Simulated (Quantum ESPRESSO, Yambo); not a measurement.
An input for Yambo 5.3.0 (Al2O3 (Corundum)):

```
HF_and_locXC
gw0
dyson
cohsex
em1s
rim_cut
RandQpts= 1000000
RandGvec= 1 RL
EXXRLvcs= 72 Ry
VXCRLvcs= 288 Ry
Chimod= "HARTREE"
% BndsRnXs
 1 | 168 |
%
NGsBlkXs= 10 Ry
% LongDrXs
 1 | 1 | 1 |
%
% GbndRnge
 1 | 168 |
%
DysSolver= "n"
ExtendOut
% QPkrange
 1 | 1 | 23 | 26 |
%
```

```sh
OMP_NUM_THREADS=1 mpirun -n 4 yambo -F gw4.in -J gw4 -C gw4 > gw4.log
```

The stored states that it reads are on a 4×4×4 mesh. Symmetry: R-3c, No. 167, trigonal system. Conventional cell: a = 4.760 Å, b = 4.760 Å, c = 12.996 Å, α = 90.00°, β = 90.00°, γ = 120.00°. Al has 6 O at 1.85 to 1.97 Å nearest. O has 4 Al at 1.85 to 1.97 Å nearest. Farther neighbours and most contacts between anions are not listed.

How long will it take on 4 MPI ranks of Arm Neoverse V1, shared host, and how much memory?

It took 7.1 min; on shared hardware allow 3.5 min to 14 min. Peak host memory was 3.2 GiB.

The screening grows as filled bands × empty bands × pairs of k points, times the square of the screening basis for the matrix.

[Paths, hosts, dates, memory and timing lines, banners, echoed tables and standing remarks are left out of the program output.]

[Logs are printed without paths, hosts, clocks, repeated set-up lines and the standing remarks that a program may print on its own settings, such as how far it seeks lower states.]

[Runs of the session that timed out or met a known fault of the program may be left out.]

[Hosts, paths, dates, database ids (printed as entryN), source tags and the programs' standing remarks are cut or masked in the printed files.]
